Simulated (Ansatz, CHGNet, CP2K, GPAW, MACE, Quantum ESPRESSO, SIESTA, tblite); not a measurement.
## Random packing of 70AlN-30Al2O3 (mol %) (78 atoms): one structure in several programs

How near do other programs and methods come to a plane-wave reference for random packing of 70AlN-30Al2O3 (mol %) (78 atoms)? A plane-wave run serves as the reference.

Program: Quantum ESPRESSO 7.5. Level of theory: Kohn-Sham DFT, PBE, SSSP efficiency 1.3.0 pseudopotentials, plane waves. Results are calculated unless marked as measured.

### Step 1. Starting point

The cell holds 78 atoms: 35 Al, 19 N and 24 O. Cell: a = 9.322 Å, b = 9.322 Å, c = 9.322 Å, α = 90.0°, β = 90.0°, γ = 90.0°. 78 atoms (35 Al, 19 N, 24 O) packed at random in a cube at 3.27 g/cm³ and pushed apart as soft spheres, cations and anions kept from their own kind; a start for melting by ab initio MD, not an equilibrated structure. Then every atom was moved at random, 0.05 Å r.m.s. a Cartesian component.

### Step 2. Plane-wave reference

The input, pw.in:

```
&control
  calculation = 'scf'
  pseudo_dir = './pseudo'
  outdir = './tmp'
  disk_io = 'none'
  tprnfor = .true.
  tstress = .true.
/
&system
  ibrav = 0
  nat = 78
  ntyp = 3
  ecutwfc = 60
  ecutrho = 480
  nosym = .true.
  occupations = 'smearing'
  smearing = 'fd'
  degauss = 0.003675
/
&electrons
  conv_thr = 3.9e-07
  electron_maxstep = 100
  mixing_beta = 0.4
  mixing_mode = 'plain'
  diagonalization = 'david'
/
ATOMIC_SPECIES
Al 26.982 Al.upf
N 14.007 N.upf
O 15.999 O.upf
CELL_PARAMETERS angstrom
9.32240 0.00000 0.00000
0.00000 9.32240 0.00000
0.00000 0.00000 9.32240
ATOMIC_POSITIONS crystal
Al 0.75261 0.16357 0.33567
Al 0.99725 0.09011 0.58802
Al 0.20609 0.61561 0.74663
Al 0.97072 0.81614 0.37572
Al 0.89304 0.30138 0.75937
Al 0.40528 0.19498 0.10952
Al 0.95782 0.56278 0.44857
Al 0.53637 0.47846 0.09798
Al 0.79180 0.33235 0.00288
Al 0.11798 0.91648 0.08340
Al 0.21395 0.66230 0.03458
Al 0.07679 0.33177 0.57443
[... 62 atom lines left out ...]
O 0.47375 0.08969 0.95837
O 0.35789 0.59167 0.14706
O 0.39415 0.34372 0.33014
O 0.70824 0.27551 0.74671
K_POINTS gamma
```

Command:

```sh
> OMP_NUM_THREADS=1 mpirun -np 2 pw.x -in pw.in > output.txt
```

The log of the run:

```text
Program PWSCF
     gamma-point specific algorithms are used
     Parallelization info
     sticks:   dense  smooth     PW     G-vecs:    dense   smooth      PW
     Min        5936    2973    740               485764   171767   21464
     Max        5937    2976    741               485767   171772   21467
     Sum       11873    5949   1481               971531   343539   42931
     bravais-lattice index     =            0
     lattice parameter (alat)  =      17.6168  a.u.
     unit-cell volume          =    5467.3868 (a.u.)^3
     number of atoms/cell      =           78
     number of atomic types    =            3
     number of electrons       =       344.00
     number of Kohn-Sham states=          206
     kinetic-energy cutoff     =      60.0000  Ry
[... lines left out ...]
     scf convergence threshold =      3.9E-07
[... lines left out ...]
     number of k points=     1  Fermi-Dirac smearing, width (Ry)=  0.0037
[... lines left out ...]
     total energy              =   -2754.26658980 Ry
[... lines left out ...]
     total energy              =   -2750.84342587 Ry
[... lines left out ...]
     total energy              =   -2760.04593874 Ry
[... lines left out ...]
     c_bands:  2 eigenvalues not converged
[... lines left out ...]
     total energy              =   -2763.39656949 Ry
[... lines left out ...]
     total energy              =   -2763.39656950 Ry
[... lines left out ...]
   -10.6739 -10.5927 -10.4357  -9.9104  -9.8611  -9.7950  -9.5825  -9.5622
    -9.4709  -9.3993  -9.3658  -9.2963  -9.2137  -8.9033  -8.7014  -8.6295
[...]
9.3116   9.4479   9.5592   9.6247   9.7098   9.7174   9.8873  10.1177
    10.3250  10.4246  10.5486  10.6976  10.8728  10.9924  11.0257  11.0922
    11.2179  11.4115  11.5311  11.5897  11.7244  11.7631
     the Fermi energy is     8.2302 ev
!    total energy              =   -2763.39656922 Ry
     estimated scf accuracy    <       0.00000038 Ry
     smearing contrib. (-TS)   =      -0.01722689 Ry
     internal energy E=F+TS    =   -2763.37934232 Ry
     The total energy is F=E-TS. E is the sum of the following terms:
     one-electron contribution =    -272.97105690 Ry
     hartree contribution      =     369.46927510 Ry
     xc contribution           =    -373.43882899 Ry
     ewald contribution        =   -1043.92907605 Ry
     one-center paw contrib.   =   -1442.50965550 Ry
     convergence has been achieved in  41 iterations
     Forces acting on atoms (cartesian axes, Ry/au):
     atom    1 type  1   force =    -0.00908704    0.15449261    0.08120782
     atom    2 type  1   force =    -0.01282881   -0.09525341   -0.07619019
     atom    3 type  1   force =     0.05670765    0.02993455   -0.12983290
[...]
atom   77 type  3   force =     0.08600251   -0.01454521   -0.03468079
     atom   78 type  3   force =    -0.09887095    0.05979205    0.07245001
     Total force =     1.204256     Total SCF correction =     0.001526
     Computing stress (Cartesian axis) and pressure
          total   stress  (Ry/bohr**3)                   (kbar)     P=      106.19
   0.00053293   0.00004099  -0.00009386           78.40        6.03      -13.81
   0.00004099   0.00076617   0.00004586            6.03      112.71        6.75
  -0.00009386   0.00004586   0.00086652          -13.81        6.75      127.47
     Message from routine punch:
     Nothing written, as per user request (disk_io='none')
```

Run time: 12 min. Hardware: 2 MPI ranks of Intel Xeon at 2.30GHz, shared host; peak memory 2.8 GiB; 25 min of CPU time.

Banners, paths, timers and routine set-up lines are dropped from the logs unmarked, and long logs keep their key lines alone; longer cuts are marked.

Numbers from this run:

* r.m.s. force component: 2.024 eV/Å
* longest force: 5.888 eV/Å
* pressure: 10.62 GPa

### Step 3. Structure statistics

g(r), total and by pair (bins of 0.2 Å):

| r (Å) | total | Al-Al | Al-O | Al-N | O-O | O-N | N-N |
| --- | --- | --- | --- | --- | --- | --- | --- |
| 1.70 | 0.21 | 0.00 | 0.74 | 0.00 | 0.00 | 0.00 | 0.00 |
| 1.90 | 1.83 | 0.00 | 2.71 | 4.97 | 0.00 | 0.00 | 0.00 |
| 2.10 | 0.81 | 0.00 | 1.33 | 1.31 | 1.22 | 0.30 | 0.00 |
| 2.30 | 1.55 | 1.03 | 1.12 | 1.64 | 2.57 | 2.48 | 1.02 |
| 2.50 | 1.59 | 2.87 | 0.92 | 0.92 | 1.07 | 1.62 | 3.54 |
| 2.70 | 1.00 | 1.01 | 1.21 | 0.87 | 1.22 | 1.06 | 0.00 |
| 2.90 | 0.96 | 1.56 | 0.59 | 0.98 | 0.54 | 1.00 | 1.05 |
| 3.10 | 0.76 | 0.72 | 0.91 | 0.60 | 0.58 | 1.04 | 0.37 |
| 3.30 | 0.79 | 0.96 | 0.67 | 0.88 | 1.12 | 0.58 | 0.51 |
| 3.50 | 1.02 | 0.95 | 0.98 | 0.64 | 1.29 | 1.55 | 1.14 |
| 3.70 | 0.84 | 0.80 | 0.89 | 0.67 | 0.57 | 1.03 | 1.33 |
| 3.90 | 1.13 | 0.83 | 1.29 | 0.98 | 0.80 | 1.63 | 1.15 |
| 4.10 | 1.06 | 1.00 | 0.95 | 1.33 | 1.26 | 0.83 | 1.06 |
| 4.30 | 0.97 | 1.06 | 1.06 | 1.00 | 0.61 | 0.73 | 1.34 |
| 4.50 | 1.08 | 0.73 | 1.38 | 1.09 | 1.28 | 0.81 | 1.16 |

### Step 4. What was run beside it

The programs:
- CHGNet: machine-learned potential, published weights.
- CP2K 2026.2: Gaussian basis with GTH pseudopotentials and a plane-wave density; labels give functional, basis (MOLOPT sets; SR short-range, UZH the newer set with its own potentials), grid cutoff/relative cutoff and solver (OT: orbital transformation; TRS4, TC2, SIGN: linear-scaling purification with its sparsity filter), or its built-in tight binding.
- GPAW 26.7.0: PAW with atomic orbitals (LCAO), plane waves or a real-space grid of spacing h.
- MACE: machine-learned potential, published weights.
- SIESTA 5.4.2: numerical atomic orbitals, whose automatically made sets are far from complete, with PseudoDojo norm-conserving potentials that we converted to its format (checked against plane waves on the same files for H, C, O, Si, Ge and Ca alone); labels give functional, basis size, energy shift and mesh cutoff.
- tblite 0.8.0: extended tight binding, driven from Python.

All use the same cell and atoms; the electronic-structure runs use the same k-mesh, and an electronic temperature of 580 K (0.05 eV) where levels are smeared.

Differences are against the plane-wave reference, forces as r.m.s. over components; share is that over the reference's r.m.s. force, slope the least-squares factor from reference forces to these. Total energies of different programs have different zeros and aren't compared.

| run | Δ force, r.m.s. (meV/Å) | share (%) | slope | Δ pressure (GPa) | cores | CPU time | memory (GiB) |
| --- | --- | --- | --- | --- | --- | --- | --- |
| reference | - | - | - | - | 2 | 25 min | 2.8 |
| CHGNet r2SCAN potential | 713 | 35.2 | 1.019 | -12.6 | 1 | 5.6 s | 1.6 |
| CP2K PBE, DZVP-MOLOPT-SR, 300/50 Ry, diagonalisation (coarse) | 72.1 | 3.56 | 0.991 | -0.255 | 2 | 10 min | 0.98 |
| CP2K PBE, DZVP-MOLOPT-SR, 600/50 Ry, diagonalisation | 56.5 | 2.79 | 0.995 | -0.312 | 4 | 14 min | 3.4 |
| CP2K PBE, DZVP-MOLOPT-SR, 840/50 Ry, diagonalisation | 53.1 | 2.62 | 0.994 | -0.312 | 4 | 18 min | 5.3 |
| CP2K PBE, SZV-MOLOPT-SR, 600/50 Ry, diagonalisation (coarse) | 687 | 33.9 | 0.931 | 22.1 | 2 | 8.1 min | 2.2 |
| GPAW PBE, LCAO dzp, h 0.16 Å | 204 | 10.1 | 0.969 | - | 2 | 25 min | 2.6 |
| GPAW PBE, LCAO dzp, h 0.18 Å | 207 | 10.3 | 0.969 | - | 1 | 16 min | 1.6 |
| MACE MP-0b2 small potential | 520 | 25.7 | 0.939 | -2.81 | 1 | 8.4 s | 0.66 |
| MACE MP-0b3 medium potential | 508 | 25.1 | 0.951 | -1.39 | 1 | 10 s | 1.2 |
| SIESTA PBE, DZ, shift 0.01 Ry, mesh 500 Ry (coarse) | 586 | 28.9 | 0.985 | 7.60 | 2 | 10 min | 1.6 |
| SIESTA PBE, DZP, shift 0.01 Ry, mesh 500 Ry | 136 | 6.71 | 0.989 | 1.93 | 2 | 30 min | 2.6 |
| tblite GFN1-xTB | 959 | 47.4 | 0.702 | 23.3 | 1 | 15 s | 0.12 |

Rows marked coarse were listed beforehand as settings not expected to be converged; some can still land near the reference.

Times of the machine-learned potentials are mostly Python's start and the loading of weights.

CPU time is summed over cores on a shared host, where runs went side by side, so it is rough. Symmetry, cutoffs, thresholds, outputs and thread counts weren't matched or tuned between programs; memory under MPI is the largest rank's times the ranks.

Runs without a result: CP2K GFN1-xTB, diagonalisation (not converged, the SCF not settling); SIESTA PBE, SZP, shift 0.01 Ry, mesh 500 Ry (cut off at its time limit of 9.1 min); GPAW PBE, LCAO szp(dzp), h 0.18 Å (cut off at its time limit of 11 min).

Mean charges by element (e), by run and scheme:

| run | scheme | Al | N | O |
| --- | --- | --- | --- | --- |
| CP2K PBE, DZVP-MOLOPT-SR, 600/50 Ry, diagonalisation | Mulliken | +0.54 | -0.44 | -0.45 |
| CP2K PBE, DZVP-MOLOPT-SR, 600/50 Ry, diagonalisation | Hirshfeld | +0.28 | -0.24 | -0.23 |
| CP2K PBE, DZVP-MOLOPT-SR, 840/50 Ry, diagonalisation | Mulliken | +0.54 | -0.44 | -0.45 |
| CP2K PBE, DZVP-MOLOPT-SR, 840/50 Ry, diagonalisation | Hirshfeld | +0.28 | -0.24 | -0.23 |
| SIESTA PBE, DZP, shift 0.01 Ry, mesh 500 Ry | Hirshfeld | +0.22 | -0.18 | -0.17 |
| tblite GFN1-xTB | Mulliken | +0.36 | -0.17 | -0.39 |

Within one program, basis, potentials and functional, energies share a zero. Each run against its twin at the usual cutoff or grid and solver:

| run | twin | Δ energy (meV/atom) | Δ force, r.m.s. (meV/Å) | CPU time over the twin's |
| --- | --- | --- | --- | --- |
| CP2K PBE, DZVP-MOLOPT-SR, 300/50 Ry, diagonalisation | DZVP-MOLOPT-SR, 600/50 Ry, diagonalisation | -0.599 | 54.5 | 0.72 (this twin ran on 4 cores) |
| CP2K PBE, DZVP-MOLOPT-SR, 840/50 Ry, diagonalisation | DZVP-MOLOPT-SR, 600/50 Ry, diagonalisation | 0.0184 | 19.8 | 1.3 |
| GPAW PBE, LCAO dzp, h 0.16 Å | LCAO dzp, h 0.18 Å | -40.7 | 19.5 | 1.5 (this twin ran on 1 cores) |

### Step 5. Summary of results

| Property | Result |
| --- | --- |
| reference r.m.s. force component | 2.02 eV/Å |
| nearest in forces | CP2K PBE, DZVP-MOLOPT-SR, 840/50 Ry, diagonalisation, 2.6 % |
| farthest in forces | tblite GFN1-xTB, 47 % |
| cheapest electronic-structure run beside the reference | tblite GFN1-xTB, 15 s of CPU time |

In words: The PBE runs in local orbitals, coarse settings apart, differ by 2.6 % (CP2K PBE, DZVP-MOLOPT-SR, 840/50 Ry, diagonalisation) to 10 % (GPAW PBE, LCAO dzp, h 0.18 Å); basis, grid and potentials can all enter. Tight binding differs by 47 % (tblite GFN1-xTB); it is another model, with fitted parameters of its own, and the xTB methods hold dispersion. Machine-learned potentials differ by 25 % (MACE MP-0b3 medium potential) to 35 % (CHGNet r2SCAN potential); they were trained on other programs' data, some at another functional. Runs with settings chosen to be coarse differ by 3.6 % (CP2K PBE, DZVP-MOLOPT-SR, 300/50 Ry, diagonalisation) to 34 % (CP2K PBE, SZV-MOLOPT-SR, 600/50 Ry, diagonalisation), their programs' other errors included. Of the electronic-structure runs that take under half the reference's CPU time, CP2K PBE, DZVP-MOLOPT-SR, 300/50 Ry, diagonalisation comes nearest, at 3.6 % in 10 min against 25 min. In pressure, CP2K PBE, SZV-MOLOPT-SR, 600/50 Ry, diagonalisation misses by +22.1 GPa, at the same functional. Charges hang on model, scheme and program or settings: among these rows the mean for Al runs from +0.22 to +0.54 e. In the reference: levels near the Fermi energy are neither full nor empty under the smearing, so no gap is quoted. Periodic xTB results under one method name differ between programs and library versions. The reference's pressure holds the uncorrected Pulay stress of its 60 Ry basis, so small pressure differences, and their order, may be the reference's own error. Machine-learned potentials mimic data converged in k, so the reference's own k-point error enters their differences. The reference's stress is far from hydrostatic: its diagonal is 7.8, 11.3, 12.7 GPa, compression counted positive. The reference's pressure of 11 GPa belongs to a cell and atoms that aren't relaxed at this level. The electronic-structure runs sample only Γ, in a cell whose shortest periodic width is 9 Å, which is coarse for a cell with partly filled levels.

[Also dropped from logs without a mark: logging warnings of Python, and SIESTA's first energy breakdown and zero terms.]

[Logs are printed without paths, hosts, clocks, repeated set-up lines and the standing remarks that a program may print on its own settings, such as how far it seeks lower states.]

[Hosts, paths, dates, database ids (printed as entryN), source tags and the programs' standing remarks are cut or masked in the printed files.]
